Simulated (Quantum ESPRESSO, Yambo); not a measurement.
**Si3N4 (Fd-3m): G0W0 in Yambo against the screening cutoff**

Wanted: the cheapest screening cutoff that holds the gap of Si3N4 (Fd-3m).

Calculated with Yambo 5.3.0; PBE and many-body steps on it, plane waves.

This is a report of a sequence of runs, with most program output left out.

## 1. The starting structure

The structure is cubic, space group Fd-3m (No. 227). Conventional cell: a = 7.787 Å, b = 7.787 Å, c = 7.787 Å, α = 90.00°, β = 90.00°, γ = 90.00°. Si has 6 N at 1.89 Å nearest. Nearest to Si lie 4 N at 1.79 Å. Nearest to N lie 4 Si at 1.79 to 1.89 Å. Farther neighbours and most contacts between anions are not listed.

Structure file:

```cif
data_structure
_symmetry_space_group_name_H-M 'P 1'
_symmetry_Int_Tables_number 1
_cell_length_a 5.5065
_cell_length_b 5.5065
_cell_length_c 5.5065
_cell_angle_alpha 60.000
_cell_angle_beta 60.000
_cell_angle_gamma 60.000
_cell_volume 118.07
loop_
_atom_site_label
_atom_site_type_symbol
_atom_site_fract_x
_atom_site_fract_y
_atom_site_fract_z
_atom_site_occupancy
Si1 Si 0.12500 0.12500 0.62500 1
Si2 Si 0.12500 0.62500 0.12500 1
Si3 Si 0.62500 0.12500 0.12500 1
Si4 Si 0.12500 0.12500 0.12500 1
Si5 Si 0.75000 0.75000 0.75000 1
Si6 Si 0.50000 0.50000 0.50000 1
N7 N 0.36756 0.36756 0.36756 1
N8 N 0.35269 0.88244 0.88244 1
N9 N 0.88244 0.88244 0.35269 1
N10 N 0.88244 0.35269 0.88244 1
N11 N 0.36756 0.36756 0.89731 1
N12 N 0.36756 0.89731 0.36756 1
N13 N 0.88244 0.88244 0.88244 1
N14 N 0.89731 0.36756 0.36756 1
```

The cell and positions are those that the Materials Project relaxed with its own functionals (PBE, PBE+U or r2SCAN), kept fixed. This is not the form that Si3N4 usually takes at ambient conditions.

## 2. 1.5 Ha

This step: Yambo 5.3.0; G0W0 on PBE, plane waves, norm-conserving pseudopotentials.

Now the one-shot GW correction: screening in the RPA, then the self-energy of the levels asked for.

File gw7.in:

```
HF_and_locXC
gw0
dyson
ppa
em1d
rim_cut
RandQpts= 1000000
RandGvec= 1 RL
EXXRLvcs= 72 Ry
VXCRLvcs= 288 Ry
Chimod= "HARTREE"
% BndsRnXp
 1 | 121 |
%
NGsBlkXp= 3 Ry
% LongDrXp
 1 | 1 | 1 |
%
% GbndRnge
 1 | 121 |
%
DysSolver= "n"
ExtendOut
PPAPntXp= 27.21138 eV
% QPkrange
 6 | 6 | 31 | 34 |
 1 | 1 | 31 | 34 |
%
```

On the command line:

```
$ OMP_NUM_THREADS=2 mpirun -n 4 yambo -F gw7.in -J gw7 -C gw7 > gw7.log
```

The job ended after 92 s (4 MPI ranks of Arm Neoverse V2, shared host; peak memory 3.4 GiB).

This step gave:

```
G0W0 gap on the points computed              : 4.218 eV
starting gap on the mesh                     : 3.398 eV
k of the valence top                         : 0, 0.25, -0.25
k of the conduction bottom                   : 0, 0, 0
least direct G0W0 gap on the computed points : 4.258 eV
Z at the valence top                         : 0.8220
Z at the conduction bottom                   : 0.8477
```

The gap on the mesh goes from 3.40 eV to 4.22 eV, a correction of +0.82 eV.

## 3. 2.5 Ha

gw8.in, as its differences from gw7.in of step 2:

```diff
@@ -14,3 +14,3 @@
 %
-NGsBlkXp= 3 Ry
+NGsBlkXp= 5 Ry
 % LongDrXp
```

On the command line:

```
$ OMP_NUM_THREADS=2 mpirun -n 4 yambo -F gw8.in -J gw8 -C gw8 > gw8.log
```

Run time: 1.7 min. Hardware: 4 MPI ranks; peak memory 3.4 GiB; 13 min of CPU time.

This step gave:

```yaml
g0w0_gap_on_the_points_computed: 4.278 eV
starting_gap_on_the_mesh: 3.398 eV
k_of_the_valence_top: 0, 0.25, -0.25
k_of_the_conduction_bottom: 0, 0, 0
least_direct_g0w0_gap_on_the_computed_points: 4.319 eV
z_at_the_valence_top: 0.8151
z_at_the_conduction_bottom: 0.8452
```

Against the run before, the gap moves by +0.060 eV.

## 4. 4.75 Ha

gw9.in, as its differences from gw8.in of step 3:

```diff
@@ -14,3 +14,3 @@
 %
-NGsBlkXp= 5 Ry
+NGsBlkXp= 9.5 Ry
 % LongDrXp
```

On the command line:

```
$ OMP_NUM_THREADS=2 mpirun -n 4 yambo -F gw9.in -J gw9 -C gw9 > gw9.log
```

It took 3.6 min on 4 MPI ranks; peak memory 3.4 GiB.

This step gave:

| Quantity | Value |
| --- | --- |
| G0W0 gap on the points computed | 4.356 eV |
| starting gap on the mesh | 3.398 eV |
| k of the valence top | 0, 0.25, -0.25 |
| k of the conduction bottom | 0, 0, 0 |
| least direct G0W0 gap on the computed points | 4.406 eV |

Against the run before, the gap moves by +0.078 eV.

## 5. 6 Ha

gw10.in, as its differences from gw9.in of step 4:

```diff
@@ -14,3 +14,3 @@
 %
-NGsBlkXp= 9.5 Ry
+NGsBlkXp= 12 Ry
 % LongDrXp
```

On the command line:

```
$ OMP_NUM_THREADS=2 mpirun -n 4 yambo -F gw10.in -J gw10 -C gw10 > gw10.log
```

Wall time 4.8 min (4 MPI ranks); peak memory 3.5 GiB; 36 min of CPU time.

Numbers from this step:

```yaml
g0w0_gap_on_the_points_computed: 4.357 eV
starting_gap_on_the_mesh: 3.398 eV
k_of_the_valence_top: 0, 0.25, -0.25
k_of_the_conduction_bottom: 0, 0, 0
least_direct_g0w0_gap_on_the_computed_points: 4.408 eV
```

Against the run before, the gap moves by +0.001 eV.

## 6. 7.5 Ha

gw11.in, as its differences from gw10.in of step 5:

```diff
@@ -14,3 +14,3 @@
 %
-NGsBlkXp= 12 Ry
+NGsBlkXp= 15 Ry
 % LongDrXp
```

On the command line:

```
$ OMP_NUM_THREADS=2 mpirun -n 4 yambo -F gw11.in -J gw11 -C gw11 > gw11.log
```

Wall time 8.5 min (4 MPI ranks); peak memory 3.5 GiB.

This step gave:

- G0W0 gap on the points computed: 4.361 eV
- starting gap on the mesh: 3.398 eV
- k of the valence top: 0, 0.25, -0.25
- k of the conduction bottom: 0, 0, 0
- least direct G0W0 gap on the computed points: 4.412 eV

Against the run before, the gap moves by +0.004 eV.

## 7. Side by side

Times are wall times on 4 MPI ranks of Arm Neoverse V2, shared host, good to a factor of about two.

```tsv
run	mesh	bands	screening cutoff (eV)	DFT gap (eV)	gap on the mesh (eV)	direct (eV)	time
1.5 Ha	4×4×4	121	40.8	3.398	4.218	4.258	92 s
2.5 Ha	4×4×4	121	68	3.398	4.278	4.319	1.7 min
4.75 Ha	4×4×4	121	129.3	3.398	4.356	4.406	3.6 min
6 Ha	4×4×4	121	163.3	3.398	4.357	4.408	4.8 min
7.5 Ha	4×4×4	121	204.1	3.398	4.361	4.412	8.5 min
```

## 8. What came out

| Property | Result |
| --- | --- |
| 1.5 Ha | 4.218 eV |
| 2.5 Ha | 4.278 eV |
| 4.75 Ha | 4.356 eV |
| 6 Ha | 4.357 eV |
| 7.5 Ha | 4.361 eV |
| known limits | not at the basis limit |

The setting moved: screening cutoff. From 1.5 Ha to 7.5 Ha the gap moves by +0.14 eV, for 5.5 times the time. It holds to 0.03 eV from 4.75 Ha on. Bands and screening cutoff are coupled, so a series along one setting does not show full convergence. Bands and cutoff are finite, so the gap is not at the basis limit. The miss can reach some tenths of an eV and take either sign; the mesh is an error of its own. In the G0W0 runs levels were corrected at 2 k points alone, so a gap called «on the mesh» is the least over those, and an edge elsewhere would be missed.

[Paths, hosts, dates, memory and timing lines, banners, echoed tables and standing remarks are left out of the program output.]

[Logs are printed without paths, hosts, clocks, repeated set-up lines and the standing remarks that a program may print on its own settings, such as how far it seeks lower states.]

[Runs of the session that timed out or met a known fault of the program may be left out.]

[Hosts, paths, dates, database ids (printed as entryN), source tags and the programs' standing remarks are cut or masked in the printed files.]
